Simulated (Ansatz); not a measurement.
## Anharmonic phonons and stability of ThTe (Pm-3m)

Aim: the vibrations and stability of ThTe with thermal and zero-point motion included.

Main program and level: Ansatz 0.2.0; DFT LDA, scalar-relativistic, plane waves, PAW.

## 1. The starting structure

Symmetry: Pm-3m, No. 221, cubic system. The conventional cell has a = 3.838 Å, b = 3.838 Å, c = 3.838 Å, α = 90.00°, β = 90.00°, γ = 90.00°. Th has 8 Te at 3.32 Å nearest. Nearest to Te lie 8 Th at 3.32 Å. Farther neighbours and most contacts between anions are not listed.

## 2. Probe on a coarse mesh

Before spending time, one coarse run tells the gap and the pressure of the starting cell.

Input file input.yaml:

```yaml
crystal:
  lattice:
    - [3.838, 0.0, 0.0]
    - [0.0, 3.838, 0.0]
    - [0.0, 0.0, 3.838]
  atoms:
    - { symbol: Th, position: [0.5, 0.5, 0.5] }
    - { symbol: Te, position: [0.0, 0.0, 0.0] }
kpoints:
  mp_grid: { grid: [6, 6, 6] }
hamiltonian:
  xc: lda
scf:
  occupations: { method: gaussian, width: 0.1 }
output:
  forces: true
  stress: true
  eigenvalues: true
```

The run is started by

```sh
ansatz run input.yaml --threads 18 --pin off --max-ram 92160MiB --backend cuda --events-out ev --progress --plain --runs-dir out --max-vram 78GiB
```

Numbers of over 12 decimals in the logs are rounded to 6 here.

The log of the run:

```text
Engine: ansatz 0.2.0, aarch64-unknown-linux-gnu
Pseudopotentials: kind: paw
Pseudopotential: Th, paw, valence charge 12, recommended cutoff 420 eV (normal), Th.paw.azcp
Pseudopotential: Te, paw, valence charge 16, recommended cutoff 420 eV (normal), Te.paw.azcp
Functional definition: SPW92
  exchange = slater_x
  correlation = pw_c
device memory: the entry about to start is reckoned to put 0.8 GiB on a device that reports 171.3 GiB free (of which the cap on the GPU budget leaves the run 78.0 GiB)
GPU FFT provider: cuFFT
GPU libraries: cuBLAS 13.8.1, cuFFT 12.4.0, cuSOLVER 12.3.2
GPU matrix products: emulated (plane waves: as basis.precision tells), large ones in fixed point in workspaces of 1.00 GiB
Crystal: 2 atoms, lattice volume = 56.535 Å³
Basis set: ecut = 420 eV, 1141 PW (Γ)
Bands: 18, of which v1, the nominal top of the filled ones, is band 14 counted from 1 (13 counted from 0)
Symmetry: 48 space group operations
Space group: Pm-3m (ITA 221), of the structure as read, at distance tolerance 3.8e-5 Å
k-points: 20 of 216
Non-local potential: Th, projectors of the file, l = 0: 3, l = 1: 2, l = 2: 2, l = 3: 3
Non-local potential: Te, projectors of the file, l = 0: 2, l = 1: 2, l = 2: 2, l = 3: 2
PAW form: soft (Blöchl's): semilocal exchange-correlation on the pseudo side does not see the compensation charge
PAW frozen core: Th, regenerated for the run's functional, and the local potential with it (the file was generated under x = pbe(κ = 0.804, μ = 0.219515), c = pbe(β = 0.066725))
PAW frozen core: Te, regenerated for the run's functional, and the local potential with it (the file was generated under x = pbe(κ = 0.804, μ = 0.219515), c = pbe(β = 0.066725))
PAW one-centre angular grid: Th, 590 points (default); XC on 64 Gauss nodes
PAW one-centre angular grid: Te, 590 points (default); XC on 64 Gauss nodes
Initial density: superposition of atomic densities (neutral atoms: chi_scale 0, normalization atom), corrected by the library's trained network
Initial wavefunctions: pseudopotential atomic-orbital guess
GPU buffer pool allocated for 19683 grid points (all kernels)
GPU transforms: local potential and band sums: pruned to the plane-wave sphere, on 25×25×25
Functional: x = slater, c = lda
SCF iter   1: F=—  HF=-19701.922206 eV  |F-HF|=—  |Δ(HF+E_count)|=         —  Δρ=6.66e-3  dr2=1.47e-2  ethr=1.77e-3  ⟨swp⟩=4.8  Hψ=1716  notcnv=0
preconditioner: auto → Resta (q_TF=auto, 2.427 Å⁻¹)  ε∞=4.2  [insulator: Δε(μ)=0.511 eV  Ē_g=10.996 eV  σ=0.100 eV  W_gap=1.00  n_scr=18 (ndim 8)  ℏωp=19.8 eV  f_vac=0.000  D(μ)=0.00/eV (n_scr^D=0)  ε∞_Penn≈4.2]
SCF iter   2: F=—  HF=-19701.919484 eV  |F-HF|=—  |Δ(HF+E_count)|=   2.72e-3  Δρ=3.65e-3  dr2=4.61e-3  ethr=5.25e-5  ⟨swp⟩=1.6  Hψ=575  notcnv=0
SCF iter   3: F=—  HF=-19701.918477 eV  |F-HF|=—  |Δ(HF+E_count)|=   1.01e-3  Δρ=4.27e-4  dr2=1.13e-4  ethr=1.65e-5  ⟨swp⟩=1.6  Hψ=412  notcnv=0
SCF iter   4: F=—  HF=-19701.918449 eV  |F-HF|=—  |Δ(HF+E_count)|=   2.78e-5  Δρ=7.06e-5  dr2=1.91e-6  ethr=4.03e-7  ⟨swp⟩=2.0  Hψ=439  notcnv=0
SCF iter   5: F=—  HF=-19701.918442 eV  |F-HF|=—  |Δ(HF+E_count)|=   7.61e-6  Δρ=2.07e-5  dr2=2.64e-7  ethr=6.84e-9  ⟨swp⟩=2.0  Hψ=644  notcnv=0
SCF iter   6: F=-19701.918441 eV  HF=-19701.918441 eV  |F-HF|=7.72e-9  |Δ(HF+E_count)|=   5.04e-8  Δρ=4.35e-6  dr2=1.38e-8  ethr=3.57e-10  ⟨swp⟩=7.5  Hψ=2261  notcnv=0
SCF 1 converged in 6 iterations: F = -19701.918441 eV  dr2 = 1.38e-8
  greatest PAW one-centre occupation: 0.999 electrons in one spin orbital (limit 2), on the Te atom at site 1 (counted from 0), in its partial waves of l = 2
SCF converged after 6 iterations
Free energy (F): -19701.918441 eV
Harris-Foulkes:  -19701.918441 eV  (|F-HF|=7.72e-9)
Internal energy: -19701.918418 eV  (E = F + TS)
E sigma→0 (E₀):  -19701.918430 eV
Entropy (-TS):   -0.000023 eV (-0.012 meV/atom)
Fermi energy:    15.263707 eV
--- Per-component energies (eV) ---
  E_band       = -185.064125
  E_kinetic    = 408.898115
  E_local      = -1365.968212  (includes V_loc(G=0)·N_el)
  E_nonlocal   = -143.751691
  E_hartree    = 817.129895
  E_xc         = -511.719313
  E_vxc        = -285.990480  (∫ρ·V_xc dr)
  E_paw        = -16200.716403  (= ΣΔE_a)
  E_vpaw       = -432.509358  (= ΣTr[D̂ρ^β])
  E_aug_tail   = -0.000201  (compensation charges beyond the density's cutoff)
  E_ewald      = -2706.710148
  E_core_change = 0.919540  (= ΣΔE_core)
  E_smearing   = -0.000023  (= −TS)
  E_closure    = 0.000000  (closes the sum)
  Σ components = -19701.918441   (vs F -19701.918441, Δ=0.00e0)
--- Forces (eV/Å), atoms counted from 1 ---
  atom   1  Th     0.00000000     0.00000000    -0.00000000
  atom   2  Te    -0.00000000     0.00000000     0.00000000
  max |Σ_I F_I| component: 2.25e-23 eV/Å
--- Stress (GPa, compression-positive) ---
       -4.493578       0.000000       0.000000
        0.000000      -4.493578       0.000000
        0.000000       0.000000      -4.493578
  P = ⅓ Tr σ = -4.4936 GPa (-44.936 kbar)
--- Band table (eV; the first three rows and the last of 20) ---
  k-point 0: bands = [... 10 lower, 13.2241, 13.2241, 13.2534, 13.2534, 13.2534, 16.5245, 16.5245, 16.5245]
  k-point 1: bands = [... 10 lower, 11.4893, 13.0268, 13.0268, 13.3902, 14.3112, 16.3481, 16.5004, 16.5004]
  k-point 2: bands = [... 10 lower, 9.5871, 12.5783, 12.5783, 13.8277, 15.7852, 15.8684, 16.5299, 16.5299]
  k-point 19: bands = [... 10 lower, 9.4394, 9.4394, 9.4394, 16.6471, 16.6471, 16.6471, 17.2063, 17.2063]
```

The job ended after 0.86 s (1 × NVIDIA GB200 with 18 threads of Arm Neoverse V2, shared host; peak memory 1.1 GiB; 1.7 s of CPU time).

This step gave:

- pressure: -4.494 GPa
- volume per atom: 28.27 Å³/atom
- gap on the k-mesh: 0 eV

The start is under -4.5 GPa at this level and looks like a metal on this mesh.

## 3. The given cell once more, occupations Gaussian, smearing width 0.1 eV

The cell is kept at the size of the database entry and symmetry fixes every atom, so there is nothing to relax; the run only refines mesh or occupations.

Edit input.yaml of step 2 so:

```diff
@@ -9,3 +9,3 @@
 kpoints:
-  mp_grid: { grid: [6, 6, 6] }
+  mp_grid: { grid: [12, 12, 12] }
 hamiltonian:
```

The mesh is denser.

The log of the run:

```text
[...]
GPU FFT provider: cuFFT
GPU libraries: cuBLAS 13.8.1, cuFFT 12.4.0, cuSOLVER 12.3.2
[...]
Crystal: 2 atoms, lattice volume = 56.535 Å³
Basis set: ecut = 420 eV, 1141 PW (Γ)
Bands: 18, of which v1, the nominal top of the filled ones, is band 14 counted from 1 (13 counted from 0)
Symmetry: 48 space group operations
[...]
k-points: 84 of 1728
[...]
GPU buffer pool allocated for 19683 grid points (all kernels)
[...]
SCF iter   1: F=—  HF=-19701.868773 eV  |F-HF|=—  |Δ(HF+E_count)|=         —  Δρ=6.10e-3  dr2=1.11e-2  ethr=1.77e-3  ⟨swp⟩=5.0  Hψ=7294  notcnv=0
[...]
SCF iter   6: F=-19701.866036 eV  HF=-19701.866036 eV  |F-HF|=1.12e-9  |Δ(HF+E_count)|=   2.51e-8  Δρ=3.90e-6  dr2=6.73e-9  ethr=3.57e-10  ⟨swp⟩=7.3  Hψ=8971  notcnv=0
SCF 1 converged in 6 iterations: F = -19701.866036 eV  dr2 = 6.73e-9
[...]
SCF converged after 6 iterations
Free energy (F): -19701.866036 eV
[...]
Internal energy: -19701.860925 eV  (E = F + TS)
E sigma→0 (E₀):  -19701.863480 eV
Entropy (-TS):   -0.005111 eV (-2.556 meV/atom)
Fermi energy:    15.272836 eV
[...]
--- Stress (GPa, compression-positive) ---
       -4.020932      -0.000000       0.000000
        0.000000      -4.020932       0.000000
        0.000000       0.000000      -4.020932
  P = ⅓ Tr σ = -4.0209 GPa (-40.209 kbar)
--- Band table (eV; the first three rows and the last of 84) ---
  k-point 0: bands = [... 10 lower, 13.2216, 13.2216, 13.2553, 13.2553, 13.2553, 16.5383, 16.5383, 16.5383]
  k-point 1: bands = [... 10 lower, 12.4913, 13.1947, 13.1947, 13.2639, 13.7306, 16.4936, 16.5287, 16.5287]
  k-point 2: bands = [... 10 lower, 11.4896, 13.0283, 13.0283, 13.3878, 14.3107, 16.3606, 16.5133, 16.5133]
  k-point 83: bands = [... 10 lower, 9.4398, 9.4398, 9.4398, 16.6594, 16.6594, 16.6594, 17.2227, 17.2227]
```

Elapsed: 0.98 s, on 1 × NVIDIA GB200 with 18 threads; peak memory 1.1 GiB.

This step gave:

```
pressure : -4.021 GPa
```

The static pressure at this volume is -4.0 GPa, so this functional's own equilibrium cell is smaller.

## 4. The given cell once more, occupations Methfessel-Paxton, smearing width 0.2 eV

The cell is kept at the size of the database entry and symmetry fixes every atom, so there is nothing to relax; the run only refines mesh or occupations.

Edit input.yaml of step 3 so:

```diff
@@ -13,3 +13,3 @@
 scf:
-  occupations: { method: gaussian, width: 0.1 }
+  occupations: { method: methfessel_paxton, width: 0.2 }
 output:
```

The log of the run:

```text
[...]
GPU FFT provider: cuFFT
GPU libraries: cuBLAS 13.8.1, cuFFT 12.4.0, cuSOLVER 12.3.2
[...]
Crystal: 2 atoms, lattice volume = 56.535 Å³
Basis set: ecut = 420 eV, 1141 PW (Γ)
Bands: 18, of which v1, the nominal top of the filled ones, is band 14 counted from 1 (13 counted from 0)
Symmetry: 48 space group operations
[...]
k-points: 84 of 1728
[...]
GPU buffer pool allocated for 19683 grid points (all kernels)
[...]
SCF iter   1: F=—  HF=-19701.865654 eV  |F-HF|=—  |Δ(HF+E_count)|=         —  Δρ=6.14e-3  dr2=1.13e-2  ethr=1.77e-3  ⟨swp⟩=4.5  Hψ=6993  notcnv=0
[...]
SCF iter   6: F=-19701.862851 eV  HF=-19701.862851 eV  |F-HF|=1.39e-9  |Δ(HF+E_count)|=   2.66e-8  S|Δr|=    0.00e0  Δρ=3.98e-6  dr2=7.00e-9  ethr=3.57e-10  ⟨swp⟩=7.6  Hψ=9085  notcnv=0
SCF 1 converged in 6 iterations: F = -19701.862851 eV  dr2 = 7.00e-9
[...]
SCF converged after 6 iterations
Stability not checked: this state was not tested for a lower state beside it, because cold or Methfessel-Paxton smearing, or corrected tetrahedra, fill the levels in a way that the test cannot read (fill_not_monotonic; see scf.lower_state_search)
Free energy (F): -19701.862851 eV
[...]
Internal energy: -19701.864516 eV  (E = F + TS)
E sigma→0 (E₀):  -19701.863267 eV
Entropy (-TS):   0.001665 eV (0.833 meV/atom)
Fermi energy:    15.277549 eV
[...]
--- Stress (GPa, compression-positive) ---
       -4.046167       0.000000       0.000000
       -0.000000      -4.046167       0.000000
        0.000000      -0.000000      -4.046167
  P = ⅓ Tr σ = -4.0462 GPa (-40.462 kbar)
--- Band table (eV; the first three rows and the last of 84) ---
  k-point 0: bands = [... 10 lower, 13.2217, 13.2217, 13.2552, 13.2552, 13.2552, 16.5371, 16.5371, 16.5371]
  k-point 1: bands = [... 10 lower, 12.4913, 13.1946, 13.1946, 13.2640, 13.7306, 16.4924, 16.5275, 16.5275]
  k-point 2: bands = [... 10 lower, 11.4896, 13.0282, 13.0282, 13.3879, 14.3107, 16.3595, 16.5121, 16.5121]
  k-point 83: bands = [... 10 lower, 9.4398, 9.4398, 9.4398, 16.6583, 16.6583, 16.6583, 17.2213, 17.2213]
```

Run time: 0.97 s. Hardware: 1 × NVIDIA GB200 with 18 threads; peak memory 1 GiB; 2.3 s of CPU time.

Numbers from this step:

```
pressure : -4.046 GPa
```

The static pressure at this volume is -4.0 GPa, so this functional's own equilibrium cell is smaller.

## 5. A faulty attempt

This input was changed on purpose, to see how the program answers.

input.yaml, the sections that differ from step 4:

```yaml
kpoints:
  mp_grid: { grid: [8, 8, 8] }
scf:
  occupations: { method: methfessel_paxton, width: 0.2 }
  max_iter: 80
output:
  eigenvalues: true
phonons:
  supercell: [2, 2, 2]
  dielectric: false
  self_consistent: { temperatures: [] }
# crystal, hamiltonian: as in step 4
```

The log of the run:

```text
Error: YAML parse error: error: line 21 column 36: phonons.self_consistent.temperatures: must list at least one temperature in K, e.g. [100, 200, 300]
  --> <input>:21:36
   |
19 |   supercell: [2, 2, 2]
20 |   dielectric: false
21 |   self_consistent: { temperatures: [] }
   |                                    ^ phonons.self_consistent.temperatures: must list at least one temperature in K, e.g. [100, 200, 300]
```

It took 0.03 s on 18 threads; peak memory 0.018 GiB.

The program refused the input before any cycle.

The program's message: “Error: YAML parse error: error: line 21 column 36: phonons.self_consistent.temperatures: must list at least one temperature in K, e.g. [100, 200, 300]
  --> <input>:21:36
   |
19 |   supercell: [2, 2, …”

The fault put into the input: no temperature.

(Continued in part 2 of 2.)

[Logs are printed without paths, hosts, clocks, repeated set-up lines and the standing remarks that a program may print on its own settings, such as how far it seeks lower states.]

[Hosts, paths, dates, database ids (printed as entryN), source tags and the programs' standing remarks are cut or masked in the printed files.]

[A step with changed settings may run another functional than the one named; its input shows which.]
